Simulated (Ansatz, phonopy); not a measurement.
# ScB (hypothetical, Pm-3m): thermal expansion from first principles, part 3 of 4

Aim: the lattice, expansion, heat capacity and bulk modulus of ScB (hypothetical) as it warms. The compound is hypothetical: it was made by swapping elements on a known structure type.

Ansatz 0.2.0; DFT PBEsol, scalar-relativistic, plane waves, PAW.

So far, principal linear expansion coefficients at 298 K (× 1e-6/K): step 6 (phonons on strained cells, pressure 0 GPa, q-mesh 2×2×2) 9.81. Also isothermal bulk modulus at 298 K (GPa): step 6 123.

## (8) Phonons on strained cells, q-mesh 4×4×4

Thermal expansion follows from how the free energy of the vibrations (and of the electrons in a metal) changes with strain, so the program makes strained cells, their phonons and a fit in one run.

This step: DFT PBEsol, scalar-relativistic, plane waves, PAW (Ansatz 0.2.0).

Contents of input.yaml:

```yaml
crystal:
  lattice:
    - [2.9329852272, 0.0, 0.0]
    - [0.0, 2.9329852272, 0.0]
    - [0.0, 0.0, 2.9329852272]
  atoms:
    - { symbol: Sc, position: [0.5, 0.5, 0.5] }
    - { symbol: B, position: [0.0, 0.0, 0.0] }
kpoints:
  mp_grid: { grid: [16, 16, 16] }
hamiltonian:
  xc: pbesol
scf:
  occupations: { method: methfessel_paxton, width: 0.2 }
output:
  eigenvalues: true
phonons:
  method: dfpt
  qmesh: [4, 4, 4]
  temperatures: { t_max: 1200.0, t_step: 50 }
  thermal_expansion: {}
```

Launch:

```sh
ansatz run input.yaml --threads 4 --pin off --max-ram 8192MiB --backend cpu --events-out ev --progress --plain --runs-dir out
```

Numbers of over 12 decimals in the logs are rounded to 6 here.

What it wrote:

```text
[...]
Crystal: 2 atoms, lattice volume = 25.231 Å³
Basis set: ecut = 487.2 eV, 619 PW (Γ), exchange–correlation on 48×48×48 points (8 copies of the dense FFT grid, shifted against one another)
Bands: 11, of which v1, the nominal top of the filled ones, is band 7 counted from 1 (6 counted from 0)
Symmetry: 48 space group operations
[...]
k-points: 165 of 4096
[...]
SCF iter   1: F=—  HF=-2264.120279 eV  |F-HF|=—  |Δ(HF+E_count)|=         —  Δρ=1.23e-2  dr2=7.04e-2  ethr=1.77e-3  ⟨swp⟩=3.8  Hψ=8425  notcnv=0
[...]
SCF iter   7: F=-2264.102709 eV  HF=-2264.102709 eV  |F-HF|=9.09e-13  |Δ(HF+E_count)|=  8.46e-11  S|Δr|=    0.00e0  Δρ=6.50e-8  dr2=1.20e-12  ethr=1.00e-12  ⟨swp⟩=5.1  Hψ=6474  notcnv=0
[...]
SCF 1 converged in 7 iterations: F = -2264.102709 eV  dr2 = 1.20e-12
[...]
relax step   1: F+E_penalty+E_count = -2264.10270879 eV  Δ(F+E_penalty+E_count) = +0.000e0 eV  max|allowed force component| = 1.423e-29 eV/Å  Δτ_max = 0.0000 Å  (7 SCF iters, accepted)
SCF converged after 7 iterations
[...]
Free energy (F): -2264.102709 eV
[...]
Internal energy: -2264.103576 eV  (E = F + TS)
E sigma→0 (E₀):  -2264.102926 eV
Entropy (-TS):   0.000867 eV (0.434 meV/atom)
Fermi energy:    12.274295 eV
[...]
--- Stress (GPa, compression-positive) ---
       -0.013732      -0.000000       0.000000
       -0.000000      -0.013732       0.000000
        0.000000       0.000000      -0.013732
  P = ⅓ Tr σ = -0.0137 GPa (-0.137 kbar)
--- Band table (eV; the first three rows and the last of 165) ---
  k-point 0: bands = [... 3 lower, -14.9168, 2.4616, 11.7187, 11.7187, 15.1040, 15.1040, 15.1040, 16.5269]
  k-point 1: bands = [... 3 lower, -14.9144, 2.5332, 11.6419, 11.7498, 14.8790, 14.8790, 15.0778, 16.5361]
  k-point 2: bands = [... 3 lower, -14.9073, 2.7443, 11.3691, 11.8403, 14.4319, 14.4319, 15.0909, 16.5623]
  k-point 164: bands = [... 3 lower, -15.3562, 8.4373, 8.4373, 8.4373, 9.9535, 17.8871, 17.8871, 19.5316]
── thermal expansion: 3 new cells, 3 in all ──
thermal expansion: relaxation of cell 2
thermal expansion: relaxation of cell 3
── thermal expansion: 2 new cells, 5 in all ──
thermal expansion: relaxation of cell 4
thermal expansion: lower-state search of cell 4
thermal expansion: electrons of cell 4
thermal expansion: phonons of cell 4
thermal expansion: relaxation of cell 5
thermal expansion: electrons of cell 1
thermal expansion: electrons of cell 2
thermal expansion: electrons of cell 3
thermal expansion: electrons of cell 5
thermal expansion: phonons of cell 5
── thermal expansion: 6 new cells, 11 in all ──
thermal expansion: relaxation of cell 6
thermal expansion: relaxation of cell 7
thermal expansion: relaxation of cell 8
thermal expansion: relaxation of cell 9
thermal expansion: relaxation of cell 10
thermal expansion: relaxation of cell 11
thermal expansion: electrons of cell 6
thermal expansion: electrons of cell 7
thermal expansion: electrons of cell 8
thermal expansion: electrons of cell 9
thermal expansion: electrons of cell 10
thermal expansion: electrons of cell 11
thermal expansion: phonons of cell 6
thermal expansion: phonons of cell 7
thermal expansion: phonons of cell 8
--- Relaxed structure (1 steps of the walk, 1 accepted, 0 SCFs on fresh bases) ---
  F+E_penalty+E_count = -2264.10270879 eV   max|allowed force component| = 1.423e-29 eV/Å
  atoms:
    - { symbol: Sc, position: [0.5, 0.5, 0.5] }
    - { symbol: B, position: [0.0, 0.0, 0.0] }
--- Thermal expansion: 11 cells in 3 rounds, 0 GPa ---
  no lower state was reached at cell 4; its state was not examined: fill_not_monotonic
  without vibrations: a 2.93292, b 2.93292, c 2.93292 Å, V 25.2291 Å³, B 130.40 GPa
  at 0 K: a 2.94133, b 2.94133, c 2.94133 Å, V 25.4466 Å³, B 127.52 GPa
  zero-point expansion: a +0.287, b +0.287, c +0.287, V +0.862 %
[...]
0.00    2.94133    2.94133    2.94133    25.4466 |    0.00    0.00    0.00    0.00 |   16.74 |     0.000     0.000 |   127.52   127.52
   150.00    2.94243    2.94243    2.94243    25.4752 |    6.22    6.22    6.22   18.66 |   26.13 |    27.469    27.368 |   126.34   126.81
   298.15    2.94624    2.94624    2.94624    25.5742 |   10.50   10.50   10.50   31.51 |       - |    42.202    41.640 |   123.28   124.94
   400.00    2.94961    2.94961    2.94961    25.6621 |   11.84   11.84   11.84   35.52 |   33.74 |    46.172    45.230 |   120.82   123.34
   550.00    2.95515    2.95515    2.95515    25.8071 |   13.12   13.12   13.12   39.37 |   36.15 |    49.284    47.735 |   116.89   120.68
   700.00    2.96121    2.96121    2.96121    25.9661 |   14.17   14.17   14.17   42.51 |   38.13 |    51.257    49.029 |   112.61   117.73
   850.00    2.96774    2.96774    2.96774    26.1383 |   15.22   15.22   15.22   45.66 |   39.97 |    52.903    49.890 |   107.97   114.49
  1000.00    2.97478    2.97478    2.97478    26.3247 |   16.38   16.38   16.38   49.15 |   41.81 |    54.543    50.601 |   102.93   110.95
  1150.00    2.98239    2.98239    2.98239    26.5274 |   17.74   17.74   17.74   53.22 |   43.75 |    56.350    51.279 |    97.45   107.09
  1200.00    2.98508    2.98508    2.98508    26.5991 |   18.25   18.25   18.25   54.75 |   44.44 |    57.012    51.508 |    95.52   105.72
[...]
vibrations' free energy: its fit leaves 0.0021 meV an atom at the most
[...]
free energies summed between the sampled wave vectors
[...]
```

Run time: 31 min. Hardware: 4 threads of Arm Neoverse V1, shared host; peak memory 2.2 GiB; 2 h of CPU time.

Numbers from this step:

| Property | Result |
| --- | --- |
| volume expansion coefficient at 298 K | 31.51 1e-6/K |
| C_P at 298 K | 21.10 J/mol-atom/K |
| entropy at 298 K | 21.59 J/mol-atom/K |
| Grüneisen parameter at 298 K | 1.437 |
| volume at 298 K | 12.79 Å³/atom |
| principal linear expansion coefficients at 298 K | 10.5, 10.5, 10.5 1e-6/K |

Strained cells of the study; zero-point energy where phonons were solved; the pressures are stresses at a fixed cutoff and can carry an offset from the finite basis. Expansion cells, by row:

| cell | \|a\| (Å) | \|b\| (Å) | \|c\| (Å) | V (Å³/atom) | E - E_lowest (meV/atom) | pressure, compression positive (GPa) | gap (eV) | zero-point energy (meV/atom) |
| --- | --- | --- | --- | --- | --- | --- | --- | --- |
| 1 | 2.933 | 2.933 | 2.933 | 12.62 | 0 | -0.021 | - | - |
| 2 | 2.956 | 2.956 | 2.956 | 12.92 | 2.915 | -2.998 | - | - |
| 3 | 2.91 | 2.91 | 2.91 | 12.32 | 2.945 | 3.234 | - | - |
| 4 | 2.933 | 2.933 | 2.933 | 12.62 | 0 | -0.029 | - | 56.29 |
| 5 | 2.948 | 2.948 | 2.948 | 12.81 | 1.164 | -1.923 | - | 54.98 |
| 6 | 2.966 | 2.966 | 2.966 | 13.04 | 5.612 | -4.096 | - | 53.38 |
| 7 | 2.982 | 2.982 | 2.982 | 13.26 | 12.47 | -5.944 | - | 51.93 |
| 8 | 2.999 | 2.999 | 2.999 | 13.48 | 21.92 | -7.675 | - | 50.46 |
| 9 | 2.904 | 2.904 | 2.904 | 12.24 | 4.622 | 4.092 | - | - |
| 10 | 2.918 | 2.918 | 2.918 | 12.43 | 1.133 | 1.974 | - | - |
| 11 | 3.023 | 3.023 | 3.023 | 13.81 | 39.91 | -9.959 | - | - |

Quasi-harmonic; a, b, c are the run's own cell vectors. Expansion, by row:

| T (K) | a (Å) | b (Å) | c (Å) | alpha (deg) | beta (deg) | gamma (deg) | cell volume (Å³/cell) | alpha_a (1e-6/K) | alpha_b (1e-6/K) | alpha_c (1e-6/K) | alpha_V (1e-6/K) | C_P (J/mol-atom/K) | C_V (J/mol-atom/K) | S (J/mol-atom/K) | B_T (GPa) | B_S (GPa) | Grueneisen | extrapolation | fit error (1e-6/K) |
| --- | --- | --- | --- | --- | --- | --- | --- | --- | --- | --- | --- | --- | --- | --- | --- | --- | --- | --- | --- |
| 0 | 2.941 | 2.941 | 2.941 | 90 | 90 | 90 | 25.45 | 0 | 0 | 0 | 0 | 0 | 0 | 0 | 127.5 | 127.5 | - | 0 | 0 |
| 50 | 2.941 | 2.941 | 2.941 | 90 | 90 | 90 | 25.45 | 1.01 | 1.01 | 1.01 | 3.02 | 2.846 | 2.846 | 1.062 | 127.5 | 127.5 | 1.036 | 0 | 0 |
| 100 | 2.942 | 2.942 | 2.942 | 90 | 90 | 90 | 25.46 | 3.61 | 3.61 | 3.61 | 10.83 | 8.787 | 8.775 | 4.88 | 127.1 | 127.2 | 1.202 | 0 | 0 |
| 150 | 2.942 | 2.942 | 2.942 | 90 | 90 | 90 | 25.48 | 6.22 | 6.22 | 6.22 | 18.66 | 13.73 | 13.68 | 9.426 | 126.3 | 126.8 | 1.322 | 0 | 0.01 |
| 200 | 2.943 | 2.943 | 2.943 | 90 | 90 | 90 | 25.5 | 8.19 | 8.19 | 8.19 | 24.56 | 17.23 | 17.11 | 13.89 | 125.4 | 126.3 | 1.382 | 0 | 0.01 |
| 250 | 2.945 | 2.945 | 2.945 | 90 | 90 | 90 | 25.54 | 9.56 | 9.56 | 9.56 | 28.68 | 19.57 | 19.37 | 18 | 124.4 | 125.6 | 1.416 | 0 | 0.01 |
| 298.1 | 2.946 | 2.946 | 2.946 | 90 | 90 | 90 | 25.57 | 10.5 | 10.5 | 10.5 | 31.51 | 21.1 | 20.82 | 21.59 | 123.3 | 124.9 | 1.437 | 0 | 0.02 |
| 300 | 2.946 | 2.946 | 2.946 | 90 | 90 | 90 | 25.58 | 10.54 | 10.54 | 10.54 | 31.61 | 21.15 | 20.87 | 21.72 | 123.2 | 124.9 | 1.438 | 0 | 0.02 |
| 350 | 2.948 | 2.948 | 2.948 | 90 | 90 | 90 | 25.62 | 11.26 | 11.26 | 11.26 | 33.79 | 22.27 | 21.89 | 25.07 | 122 | 124.2 | 1.454 | 0 | 0.02 |
| 400 | 2.95 | 2.95 | 2.95 | 90 | 90 | 90 | 25.66 | 11.84 | 11.84 | 11.84 | 35.52 | 23.09 | 22.61 | 28.1 | 120.8 | 123.3 | 1.466 | 0 | 0.02 |
| 450 | 2.951 | 2.951 | 2.951 | 90 | 90 | 90 | 25.71 | 12.32 | 12.32 | 12.32 | 36.96 | 23.72 | 23.15 | 30.85 | 119.5 | 122.5 | 1.478 | 0 | 0.01 |
| 500 | 2.953 | 2.953 | 2.953 | 90 | 90 | 90 | 25.76 | 12.74 | 12.74 | 12.74 | 38.22 | 24.22 | 23.55 | 33.38 | 118.2 | 121.6 | 1.488 | 0 | 0.01 |
| 550 | 2.955 | 2.955 | 2.955 | 90 | 90 | 90 | 25.81 | 13.12 | 13.12 | 13.12 | 39.37 | 24.64 | 23.87 | 35.71 | 116.9 | 120.7 | 1.498 | 0 | 0.02 |
| 600 | 2.957 | 2.957 | 2.957 | 90 | 90 | 90 | 25.86 | 13.48 | 13.48 | 13.48 | 40.44 | 25 | 24.12 | 37.87 | 115.5 | 119.7 | 1.508 | 0 | 0.02 |
| 650 | 2.959 | 2.959 | 2.959 | 90 | 90 | 90 | 25.91 | 13.83 | 13.83 | 13.83 | 41.49 | 25.33 | 24.33 | 39.88 | 114.1 | 118.8 | 1.517 | 0 | 0.02 |
| 700 | 2.961 | 2.961 | 2.961 | 90 | 90 | 90 | 25.97 | 14.17 | 14.17 | 14.17 | 42.51 | 25.63 | 24.51 | 41.77 | 112.6 | 117.7 | 1.527 | 0 | 0.03 |
| 750 | 2.963 | 2.963 | 2.963 | 90 | 90 | 90 | 26.02 | 14.51 | 14.51 | 14.51 | 43.54 | 25.91 | 24.67 | 43.55 | 111.1 | 116.7 | 1.536 | 0 | 0.03 |
| 800 | 2.966 | 2.966 | 2.966 | 90 | 90 | 90 | 26.08 | 14.86 | 14.86 | 14.86 | 44.59 | 26.18 | 24.81 | 45.23 | 109.6 | 115.6 | 1.546 | 0 | 0.04 |
| 850 | 2.968 | 2.968 | 2.968 | 90 | 90 | 90 | 26.14 | 15.22 | 15.22 | 15.22 | 45.66 | 26.45 | 24.95 | 46.82 | 108 | 114.5 | 1.556 | 0 | 0.04 |
| 900 | 2.97 | 2.97 | 2.97 | 90 | 90 | 90 | 26.2 | 15.59 | 15.59 | 15.59 | 46.78 | 26.72 | 25.07 | 48.34 | 106.3 | 113.3 | 1.565 | 0 | 0.05 |
| 950 | 2.972 | 2.972 | 2.972 | 90 | 90 | 90 | 26.26 | 15.98 | 15.98 | 15.98 | 47.94 | 26.99 | 25.19 | 49.8 | 104.7 | 112.2 | 1.575 | 0 | 0.05 |
| 1000 | 2.975 | 2.975 | 2.975 | 90 | 90 | 90 | 26.32 | 16.38 | 16.38 | 16.38 | 49.15 | 27.27 | 25.3 | 51.19 | 102.9 | 111 | 1.585 | 0 | 0.05 |
| 1050 | 2.977 | 2.977 | 2.977 | 90 | 90 | 90 | 26.39 | 16.81 | 16.81 | 16.81 | 50.43 | 27.56 | 25.41 | 52.52 | 101.2 | 109.7 | 1.595 | 0 | 0.04 |
| 1100 | 2.98 | 2.98 | 2.98 | 90 | 90 | 90 | 26.46 | 17.26 | 17.26 | 17.26 | 51.79 | 27.86 | 25.53 | 53.81 | 99.33 | 108.4 | 1.605 | 0 | 0.03 |
| 1150 | 2.982 | 2.982 | 2.982 | 90 | 90 | 90 | 26.53 | 17.74 | 17.74 | 17.74 | 53.22 | 28.18 | 25.64 | 55.06 | 97.45 | 107.1 | 1.616 | 0 | 0.04 |
| 1200 | 2.985 | 2.985 | 2.985 | 90 | 90 | 90 | 26.6 | 18.25 | 18.25 | 18.25 | 54.75 | 28.51 | 25.75 | 56.27 | 95.52 | 105.7 | 1.626 | 0 | 0.07 |

The expansion coefficient by temperature; values in 1e-6/K:

| temperature (K) | volume | principal 1 |
| --- | --- | --- |
| 0 | 0 | 0 |
| 50 | 3.02 | 1.01 |
| 100 | 10.8 | 3.61 |
| 150 | 18.7 | 6.22 |
| 200 | 24.6 | 8.19 |
| 250 | 28.7 | 9.56 |
| 298 | 31.5 | 10.5 |
| 300 | 31.6 | 10.5 |
| 350 | 33.8 | 11.3 |
| 400 | 35.5 | 11.8 |
| 450 | 37.0 | 12.3 |
| 500 | 38.2 | 12.7 |
| 550 | 39.4 | 13.1 |
| 600 | 40.4 | 13.5 |
| 650 | 41.5 | 13.8 |
| 700 | 42.5 | 14.2 |
| 750 | 43.5 | 14.5 |
| 800 | 44.6 | 14.9 |
| 850 | 45.7 | 15.2 |
| 900 | 46.8 | 15.6 |
| 950 | 47.9 | 16.0 |
| 1000 | 49.1 | 16.4 |
| 1050 | 50.4 | 16.8 |
| 1100 | 51.8 | 17.3 |
| 1150 | 53.2 | 17.7 |
| 1200 | 54.8 | 18.2 |

Changing the q-mesh (2×2×2 → 4×4×4) takes the volume expansion at 298 K from 29.4 to 31.5 × 10⁻⁶/K and B_T from 123 to 123 GPa.

## (9) Quasi-harmonic fit by phonopy

This step: DFT PBEsol, scalar-relativistic, plane waves, PAW (phonopy 4.10.0).

Numbers from this step:

- volume expansion coefficient at 300 K: 31.5 1e-6/K
- C_P at 300 K: 21.17 J/mol-atom/K
- Grüneisen parameter at 300 K: 1.442

Table of energy (each curve on its own zero) by volume; values in meV/atom:

| volume (Å³/atom) | static | F at 0 K | F at 300 K | F at 1200 K |
| --- | --- | --- | --- | --- |
| 12.616 | 0 | 2.89 | 4.66 | 16.0 |
| 12.806 | 1.16 | 2.74 | 3.76 | 10.2 |
| 13.043 | 5.61 | 5.59 | 5.63 | 5.78 |
| 13.261 | 12.5 | 11.0 | 10.1 | 4.27 |
| 13.483 | 21.9 | 19.0 | 17.0 | 4.97 |

Phonopy-qha, vinet fit of F(V) at each temperature. Qha vinet, by row:

| T (K) | fitted volume (Å³/atom) | alpha_V (1e-6/K) | B_T (GPa) | C_P (J/mol-atom/K) | Grueneisen |
| --- | --- | --- | --- | --- | --- |
| 100 | 12.73 | 10.82 | 127 | 8.583 | 1.206 |
| 150 | 12.74 | 18.33 | 126.2 | 13.62 | 1.304 |
| 200 | 12.75 | 24.27 | 125.3 | 17.19 | 1.373 |
| 250 | 12.77 | 28.49 | 124.3 | 19.57 | 1.415 |
| 300 | 12.79 | 31.5 | 123.2 | 21.17 | 1.442 |
| 350 | 12.81 | 33.74 | 122 | 22.3 | 1.462 |
| 400 | 12.83 | 35.49 | 120.8 | 23.12 | 1.478 |
| 450 | 12.85 | 36.95 | 119.5 | 23.75 | 1.492 |
| 500 | 12.88 | 38.22 | 118.2 | 24.25 | 1.505 |
| 550 | 12.9 | 39.37 | 116.8 | 24.66 | 1.517 |
| 600 | 12.93 | 40.45 | 115.5 | 25.03 | 1.529 |
| 650 | 12.96 | 41.49 | 114 | 25.35 | 1.541 |
| 700 | 12.98 | 42.52 | 112.6 | 25.64 | 1.554 |
| 750 | 13.01 | 43.55 | 111.1 | 25.93 | 1.566 |
| 800 | 13.04 | 44.6 | 109.5 | 26.2 | 1.579 |
| 850 | 13.07 | 45.67 | 108 | 26.46 | 1.592 |
| 900 | 13.1 | 46.78 | 106.3 | 26.73 | 1.606 |
| 950 | 13.13 | 47.93 | 104.7 | 27 | 1.62 |
| 1000 | 13.16 | 49.14 | 103 | 27.28 | 1.635 |
| 1050 | 13.2 | 50.41 | 101.2 | 27.57 | 1.65 |
| 1100 | 13.23 | 51.75 | 99.45 | 27.87 | 1.666 |
| 1150 | 13.26 | 53.16 | 97.61 | 28.18 | 1.682 |

The volume expansion coefficient by temperature; values in 1e-6/K:

| temperature (K) | phonopy-qha, Vinet | Ansatz's own study |
| --- | --- | --- |
| 100 | 10.8 | 10.8 |
| 150 | 18.3 | 18.7 |
| 200 | 24.3 | 24.6 |
| 250 | 28.5 | 28.7 |
| 300 | 31.5 | 31.6 |
| 350 | 33.7 | 33.8 |
| 400 | 35.5 | 35.5 |
| 450 | 37.0 | 37.0 |
| 500 | 38.2 | 38.2 |
| 550 | 39.4 | 39.4 |
| 600 | 40.5 | 40.4 |
| 650 | 41.5 | 41.5 |
| 700 | 42.5 | 42.5 |
| 750 | 43.5 | 43.5 |
| 800 | 44.6 | 44.6 |
| 850 | 45.7 | 45.7 |
| 900 | 46.8 | 46.8 |
| 950 | 47.9 | 47.9 |
| 1000 | 49.1 | 49.1 |
| 1050 | 50.4 | 50.4 |
| 1100 | 51.8 | 51.8 |
| 1150 | 53.2 | 53.2 |

The fit gives a volume expansion of 31.5 × 10⁻⁶/K at 300 K, against 31.5 at 298 K from the study itself, whose static fit uses more cells.

## (10) Relaxation under pressure

The study at pressure needs a start near its own equilibrium, so the cell is first relaxed to that pressure.

This step: DFT PBEsol, scalar-relativistic, plane waves, PAW (Ansatz 0.2.0).

input.yaml, the sections that differ from step 8:

```yaml
output:
  forces: true
  stress: true
  eigenvalues: true
relax:
  adjacent_minimum: "off"
  f_tol: 0.001
  max_steps: 60
  cell: { stress_tol: 0.05, p_target: 10.0 }
# crystal, kpoints, hamiltonian, scf: as in step 8
# phonons: removed
```

What it wrote:

```text
[...]
Crystal: 2 atoms, lattice volume = 25.231 Å³
Basis set: ecut = 420 eV, 485 PW (Γ), exchange–correlation on 40×40×40 points (8 copies of the dense FFT grid, shifted against one another)
Bands: 11, of which v1, the nominal top of the filled ones, is band 7 counted from 1 (6 counted from 0)
Symmetry: 48 space group operations
[...]
k-points: 165 of 4096
[...]
k-point 164: bands = [... 3 lower, -14.2505, 9.1054, 9.1054, 9.1054, 11.1223, 19.3065, 19.3065, 21.0999]
--- Relaxed structure (5 steps of the walk, 5 accepted, 2 SCFs on fresh bases) ---
[...]
cell:  # Å, volume = 23.5813 Å³
    - [2.867626, 0, 0]
    - [0, 2.867626, 0]
    - [0, 0.0, 2.867626]
  atoms:
    - { symbol: Sc, position: [0.5, 0.5, 0.5] }
    - { symbol: B, position: [0, 0, 0] }
[key lines of the parts left out:]
SCF converged after 4 iterations
Free energy (F): -2264.052554 eV
Fermi energy:    13.252163 eV
P = ⅓ Tr σ = 10.0000 GPa (100.000 kbar)
```

The job ended after 5.4 s (4 threads; peak memory 0.36 GiB; 19 s of CPU time).

Step by step:

| step | energy less that of the first step (eV) | largest force component (eV/Å) | pressure (GPa) | volume (Å³) |
| --- | --- | --- | --- | --- |
| 1 | 0.0000 | 0.0000 | -0.01 | 25.23 |
| 2 | 0.1279 | 0.0000 | 17.43 | 22.63 |
| 3 | 0.0425 | 0.0000 | 9.40 | 23.67 |
| 4 | 0.0473 | 0.0000 | 9.97 | 23.59 |
| 5* | 0.0481 | 0.0000 | 9.93 | 23.59 |
| 6 | 0.0487 | 0.0000 | 10.00 | 23.58 |
| 7* | 0.0487 | 0.0000 | 10.00 | 23.58 |

Relaxation steps marked * repeat the geometry before them on a plane-wave basis chosen anew for their cell, so energy and pressure can jump there.

Forces are held to the 48 operations that the run works with; a distortion that breaks them can't arise in this run.

| conventional cell, symmetrised | before | after | change |
| --- | --- | --- | --- |
| a (Å) | 2.933 | 2.868 | -2.2 % |
| b (Å) | 2.933 | 2.868 | -2.2 % |
| c (Å) | 2.933 | 2.868 | -2.2 % |
| volume (Å³/atom) | 12.62 | 11.79 | -6.5 % |

Final coordinates:

```xyz
2
Lattice="2.8676 0.0000 0.0000 0.0000 2.8676 0.0000 0.0000 0.0000 2.8676" Properties=species:S:1:pos:R:3 pbc="T T T"
Sc    1.4338    1.4338    1.4338
B     0.0000    0.0000    0.0000
```

This step gave:

```
pressure        : 10.00 GPa
volume per atom : 11.79 Å³
```

(Part 3 of 4 ends here.)

[Logs are printed without paths, hosts, clocks, repeated set-up lines and the standing remarks that a program may print on its own settings, such as how far it seeks lower states.]

[Hosts, paths, dates, database ids (printed as entryN), source tags and the programs' standing remarks are cut or masked in the printed files.]

[A step with changed settings may run another functional than the one named; its input shows which.]

[Pressures of single members of a volume series are the stress at the run's cutoff; with an incomplete basis they can lie off −dE/dV of the same runs, and they are not shown converged.]
